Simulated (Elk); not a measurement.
# MnZn: is a spiral lower than the collinear state?

Aim: the energy of spin spirals in MnZn along a path of wavevectors.

Method: LDA (Perdew-Wang); all-electron APW+lo, Dirac cores, scalar-relativistic bands, in Elk 11.2.3 (patched build).

## (1) Starting point

Symmetry: Pm-3m, No. 221, cubic system. Conventional cell: a = 3.070 Å, b = 3.070 Å, c = 3.070 Å, α = 90.00°, β = 90.00°, γ = 90.00°. Nearest to Mn lie 8 Zn at 2.66 Å. Zn has 8 Mn at 2.66 Å nearest. Farther neighbours are not listed.

Structure file:

```cif
data_structure
_symmetry_space_group_name_H-M 'P 1'
_symmetry_Int_Tables_number 1
_cell_length_a 3.0700
_cell_length_b 3.0700
_cell_length_c 3.0700
_cell_angle_alpha 90.000
_cell_angle_beta 90.000
_cell_angle_gamma 90.000
_cell_volume 28.93
loop_
_atom_site_label
_atom_site_type_symbol
_atom_site_fract_x
_atom_site_fract_y
_atom_site_fract_z
_atom_site_occupancy
Mn1 Mn 0.00000 0.00000 0.00000 1
Zn2 Zn 0.50000 0.50000 0.50000 1
```

## (2) Run at q = 0

The energies of all spirals count from this run, made with the same spinor basis and mesh so that errors cancel.

The moments start as ferro +, on a cone 45° from z.

The last three numbers of an atom's line are a seed field in its sphere. It points against the wanted moment and shrinks by the factor reducebf each loop.

elk.in

```
tasks
  0

xctype
  3

rgkmax
  7.0

nempty
  12

swidth
  0.002

reducebf
  0.5

epsengy
  1e-06

maxscl
  100

lmaxi
  3

stype
  0

spincore
  .true.

spinsprl
  .true.

spinpol
  .true.

vqlss
  0.000000 0.000000 0.000000

sppath
  './'

avec
  5.80145920260 0.00000000000 0.00000000000
  0.00000000000 5.80145920260 0.00000000000
  0.00000000000 0.00000000000 5.80145920260

atoms
  2
  'Mn.in'
  1
  0.0000000000 0.0000000000 0.0000000000   -0.123744 0.000000 -0.123744
  'Zn.in'
  1
  0.5000000000 0.5000000000 0.5000000000   0.000000 0.000000 0.000000

ngridk
  8 8 8
```

The run is started by

```bash
$ OMP_NUM_THREADS=2 elk
```

Numbers of over 12 decimals in the logs are rounded to 6 here.

Log:

```text
┌─────────────────────────┐
│ Elk code version 11.2.3 │
└─────────────────────────┘

All units are atomic (Hartree, Bohr, etc.)

┌─────────────────────────────────────────────────┐
│ Ground-state run starting from atomic densities │
└─────────────────────────────────────────────────┘

Lattice vectors :
   5.801459203       0.000000000       0.000000000
   0.000000000       5.801459203       0.000000000
   0.000000000       0.000000000       5.801459203

Reciprocal lattice vectors :
   1.083035334       0.000000000       0.000000000
   0.000000000       1.083035334       0.000000000
   0.000000000       0.000000000       1.083035334

Unit cell volume      :    195.2592998
Brillouin zone volume :    1.270363121

Muffin-tin inner radius fraction :   0.1000000000E-01

Nuclei treated as point charges

Species : 1 (Mn)
 parameters loaded from : Mn.in
 name : manganese
 nuclear charge    :   -25.00000000
 electronic charge :    25.00000000
 atomic mass :    100145.9370
 muffin-tin radius :    2.400000000
 number of radial points in muffin-tin :    497
 inner part over the whole radius :   0.9798345621E-02
 number on inner part of muffin-tin    :    350
 approximate nuclear radius :   0.7074591925E-04
 number of mesh points to nuclear radius :    165
 atomic positions (lattice), magnetic fields (Cartesian) :
  1 :   0.00000000  0.00000000  0.00000000   -0.12374400  0.00000000 -0.12374400

Species : 2 (Zn)
 parameters loaded from : Zn.in
 name : zinc
 nuclear charge    :   -30.00000000
 electronic charge :    30.00000000
 atomic mass :    119233.3130
 muffin-tin radius :    2.400000000
 number of radial points in muffin-tin :    497
 inner part over the whole radius :   0.9843840322E-02
 number on inner part of muffin-tin    :    351
 approximate nuclear radius :   0.7484757725E-04
 number of mesh points to nuclear radius :    169
 atomic positions (lattice), magnetic fields (Cartesian) :
  1 :   0.50000000  0.50000000  0.50000000    0.00000000  0.00000000  0.00000000

Total number of atoms per unit cell :    2
Total muffin-tin volume :    115.8116716
 ratio of muffin-tin to unit cell volume :   0.5931173148

Spin treatment :
 spin-polarised
 spin-polarised core states
 global magnetic field (Cartesian) :    0.000000000       0.000000000       0.000000000
 non-collinear magnetisation
 spin-spiral state assumed
  q-vector (lattice)   :    0.000000000       0.000000000       0.000000000
  q-vector (Cartesian) :    0.000000000       0.000000000       0.000000000
  q-vector length      :    0.000000000

Number of Bravais lattice symmetries :   48
Number of crystal symmetries         :   48
Crystal has inversion symmetry
Real symmetric eigensolver will be used

k-point grid :      8     8     8
k-point offset :    0.000000000       0.000000000       0.000000000
k-point set is reduced with full crystal symmetry group
Total number of k-points :       35

Muffin-tin radius times maximum |G+k| :    7.000000000
 using average radius
Maximum |G+k| for APW functions       :    2.916666667
Maximum (1/2)|G+k|²                   :    4.253472222
Maximum |G| for potential and density :    12.00000000
Constant for pseudocharge density :    7
 order of it for each species :   14  14
 order of it for pair densities of each species (exact exchange by exxq0 0: 14) :   10  10
Radial integration step length :    1

G-vector grid sizes :     24    24    24
Number of G-vectors :     5695

Maximum angular momentum used for
 APW functions            :    8
 outer part of muffin-tin :    6
 inner part of muffin-tin :    3

Total nuclear charge    :   -55.00000000
Total core charge       :    22.00000000
Total valence charge    :    33.00000000
Total excess charge     :    0.000000000
Total electronic charge :    55.00000000

Effective Wigner radius, rₛ :   0.9463536821

Number of empty states         :     24
Total number of valence states :     82
Total number of core states    :     22

Third-order local-orbitals added for an l without core states : T
Total number of local-orbitals :     45

Exchange-correlation functional :      3     0     0
 Perdew-Wang/Ceperley-Alder, Phys. Rev. B 45, 13244 (1992)
 gradient requirement :    0
 local density approximation (LDA)

Smearing type :    0
 Gaussian
Smearing width :   0.2000000000E-02
Effective electronic temperature (K) :    631.5500496

Mixing type :    3
 Broyden mixing, J. Phys. A: Math. Gen. 17, L317 (1984)

Kohn-Sham potential initialised from atomic data

┌──────────────────────────────┐
│ Self-consistent loop started │
└──────────────────────────────┘

┌─────────────────┐
│ Loop number : 1 │
└─────────────────┘

Energies :
 Fermi                       :     0.116907
 sum of occupied eigenvalues :     -1702.4021947705
 electron kinetic            :      2992.3580600892
 core electron kinetic       :      2662.0102259845
 Coulomb                     :     -5823.4731497286
 Coulomb potential           :     -4538.4977307644
 nuclear-nuclear             :     -476.58549432832
 electron-nuclear            :     -6171.6156503218
 Hartree                     :      824.72799492150
 Madelung                    :     -3554.2242843465
 xc potential                :     -156.12692658868
 xc effective B-field        :    -0.146284
 external B-field            :      0.000000
 exchange                    :     -114.11896427453
 correlation                 :     -4.775451
 electron entropic           :    -0.84823015801012E-04
 total energy                :     -2950.0095901862
 (external B-field energy excluded from total)

Density of states at Fermi energy :    42.41150790
 (states/Hartree/unit cell)

Estimated indirect band gap :   0.8206832580E-04
 from k-point 19 to k-point 22
Estimated direct band gap   :   0.7337056834E-02
 at k-point 24

Charges :
 core                        :    22.00000000
 valence                     :    33.00000000
 interstitial                :    2.161014690
 muffin-tins (core leakage)
  species : 1 (Mn)
   atom 1                    :    24.13278261     ( -0.3595731179E-05)
  species : 2 (Zn)
   atom 1                    :    28.70620270     (  0.8862702961E-04)
 total in muffin-tins        :    52.83898531
 total calculated charge     :    54.99978864
 total charge                :    55.00000000
 error                       :   0.2113571291E-03

Moments :
 interstitial                :   0.1163590609E-01  0.6611653371E-11  0.1163600379E-01
 muffin-tins
  species : 1 (Mn)
   atom 1                    :    2.057822380      0.6214262661E-10   2.057823379
  species : 2 (Zn)
   atom 1                    :  -0.9540825527E-02 -0.9860689774E-11 -0.9540740831E-02
 total in muffin-tins        :    2.048281555      0.5228193684E-10   2.048282638
 total moment                :    2.059917461      0.5889359021E-10   2.059918642

┌─────────────────┐
│ Loop number : 2 │
└─────────────────┘

Energies :
 Fermi                       :     0.118899
 sum of occupied eigenvalues :     -1702.4098976103
 electron kinetic            :      2992.4393408675
 core electron kinetic       :      2662.0078588941
 Coulomb                     :     -5823.5929588064
 Coulomb potential           :     -4538.4742848446
 nuclear-nuclear             :     -476.58549432832
 electron-nuclear            :     -6171.8681156318
 Hartree                     :      824.86065115367
 Madelung                    :     -3554.3558163841
 xc potential                :     -156.24183007559
 xc effective B-field        :    -0.148599
 external B-field            :      0.000000
 exchange                    :     -114.12444134572
 correlation                 :     -4.775241
 electron entropic           :    -0.73603328499744E-04
 total energy                :     -2950.0533739493
 (external B-field energy excluded from total)

Density of states at Fermi energy :    36.80166425
 (states/Hartree/unit cell)

Estimated indirect band gap :   0.2476639605E-02
 from k-point 24 to k-point 19
Estimated direct band gap   :   0.2997560514E-02
 at k-point 19

Charges :
 core                        :    22.00000000
 valence                     :    33.00000000
 interstitial                :    2.166141958
 muffin-tins (core leakage)
  species : 1 (Mn)
   atom 1                    :    24.10850404     ( -0.3595731101E-05)
  species : 2 (Zn)
   atom 1                    :    28.72535400     (  0.8830820996E-04)
 total in muffin-tins        :    52.83385804
 total calculated charge     :    54.99978919
 total charge                :    55.00000000
 error                       :   0.2108134833E-03

Moments :
 interstitial                :   0.1351495068E-01 -0.3402418461E-07  0.1351505010E-01
 muffin-tins
  species : 1 (Mn)
   atom 1                    :    2.062549591      0.1505906077E-06   2.062550653
  species : 2 (Zn)
   atom 1                    :  -0.1036867237E-01 -0.5242841281E-08 -0.1036853288E-01
 total in muffin-tins        :    2.052180918      0.1453477664E-06   2.052182120
 total moment                :    2.065695869      0.1113235818E-06   2.065697170

RMS change in Kohn-Sham potential (target) :   0.2973073353     (  0.1000000000E-05)
Absolute change in total energy (target)   :   0.4378376310E-01 (  0.1000000000E-05)

[... loops 3 to 22 left out ...]

┌──────────────────┐
│ Loop number : 23 │
└──────────────────┘

Energies :
 Fermi                       :     0.226941
 sum of occupied eigenvalues :     -1699.3565282499
 electron kinetic            :      2995.7028970995
 core electron kinetic       :      2662.3776100009
 Coulomb                     :     -5826.5747062793
 Coulomb potential           :     -4537.3966405335
 nuclear-nuclear             :     -476.58549432832
 electron-nuclear            :     -6178.7246460608
 Hartree                     :      828.73543410985
 Madelung                    :     -3557.8763860125
 xc potential                :     -157.49386173108
 xc effective B-field        :    -0.168923
 external B-field            :      0.000000
 exchange                    :     -114.30883115719
 correlation                 :     -4.775647
 electron entropic           :    -0.88808542354835E-04
 total energy                :     -2949.9563758598
 (external B-field energy excluded from total)

Density of states at Fermi energy :    44.40427118
 (states/Hartree/unit cell)

Estimated indirect band gap :   0.5123178002E-03
 from k-point 22 to k-point 24
Estimated direct band gap   :   0.4640475007E-02
 at k-point 19

Charges :
 core                        :    22.00000000
 valence                     :    33.00000000
 interstitial                :    2.210061525
 muffin-tins (core leakage)
  species : 1 (Mn)
   atom 1                    :    23.74158023     ( -0.3595730870E-05)
  species : 2 (Zn)
   atom 1                    :    29.04835824     (  0.8111535593E-04)
 total in muffin-tins        :    52.78993848
 total calculated charge     :    54.99980597
 total charge                :    55.00000000
 error                       :   0.1940302522E-03

Moments :
 interstitial                :   0.3354730433E-01 -0.1776040875E-05  0.3354842369E-01
 muffin-tins
  species : 1 (Mn)
   atom 1                    :    2.203926830      0.2301614648E-03   2.203983441
  species : 2 (Zn)
   atom 1                    :  -0.4447726777E-01 -0.7750349198E-05 -0.4447270487E-01
 total in muffin-tins        :    2.159449562      0.2224111156E-03   2.159510736
 total moment                :    2.192996866      0.2206350747E-03   2.193059160

RMS change in Kohn-Sham potential (target) :   0.5257210239E-07 (  0.1000000000E-05)
Absolute change in total energy (target)   :   0.1531411726E-06 (  0.1000000000E-05)

Convergence targets achieved

┌──────────────────┐
│ Loop number : 24 │
└──────────────────┘

Energies :
 Fermi                       :     0.226941
 sum of occupied eigenvalues :     -1699.3565285291
 electron kinetic            :      2995.7028966569
 core electron kinetic       :      2662.3776097670
 Coulomb                     :     -5826.5747062160
 Coulomb potential           :     -4537.3966405794
 nuclear-nuclear             :     -476.58549432832
 electron-nuclear            :     -6178.7246459205
 Hartree                     :      828.73543403287
 Madelung                    :     -3557.8763859263
 xc potential                :     -157.49386156154
 xc effective B-field        :    -0.168923
 external B-field            :      0.000000
 exchange                    :     -114.30883109776
 correlation                 :     -4.775647
 electron entropic           :    -0.88808112992603E-04
 total energy                :     -2949.9563761882
 (external B-field energy excluded from total)

Density of states at Fermi energy :    44.40405650
 (states/Hartree/unit cell)

Estimated indirect band gap :   0.5123144463E-03
 from k-point 22 to k-point 24
Estimated direct band gap   :   0.4640410648E-02
 at k-point 19

Charges :
 core                        :    22.00000000
 valence                     :    33.00000000
 interstitial                :    2.210061529
 muffin-tins (core leakage)
  species : 1 (Mn)
   atom 1                    :    23.74158026     ( -0.3595731091E-05)
  species : 2 (Zn)
   atom 1                    :    29.04835821     (  0.8111535633E-04)
 total in muffin-tins        :    52.78993847
 total calculated charge     :    54.99980597
 total charge                :    55.00000000
 error                       :   0.1940302511E-03

Moments :
 interstitial                :   0.3354724687E-01 -0.1658359664E-05  0.3354839696E-01
 muffin-tins
  species : 1 (Mn)
   atom 1                    :    2.203925218      0.2378989635E-03   2.203983725
  species : 2 (Zn)
   atom 1                    :  -0.4447722308E-01 -0.7906545391E-05 -0.4447269828E-01
 total in muffin-tins        :    2.159447995      0.2299924181E-03   2.159511027
 total moment                :    2.192995241      0.2283340584E-03   2.193059424

┌──────────────────────────────┐
│ Self-consistent loop stopped │
└──────────────────────────────┘

Wrote STATE.OUT
```

The job ended after 74 s (2 threads of Arm Neoverse V2, shared host; peak memory 0.11 GiB; 2.4 min of CPU time).

Read from the output:

| Quantity | Value |
| --- | --- |
| density of states at the Fermi level | 1.632 states/eV/cell |
| moment between the spheres | 0.03355, 0, 0.03355 μB |
| magnetization | 2.193, 0, 2.193 μB |
| final state | ferromagnetic |
| largest moment | 3.117 μB |

After 24 cycles the largest moment stands at 3.12 μB.

(Part 1 of 2 ends here.)

[Logs and program files are shortened in this print: banners, set-up blocks, solver, clock and traceback lines can be left out without a mark of their own.]

[Logs are printed without paths, hosts, clocks, repeated set-up lines and the standing remarks that a program may print on its own settings, such as how far it seeks lower states.]

[Hosts, paths, dates, database ids (printed as entryN), source tags and the programs' standing remarks are cut or masked in the printed files.]

[Where a cell is said to come from a database of computed structures, the database is the Materials Project.]
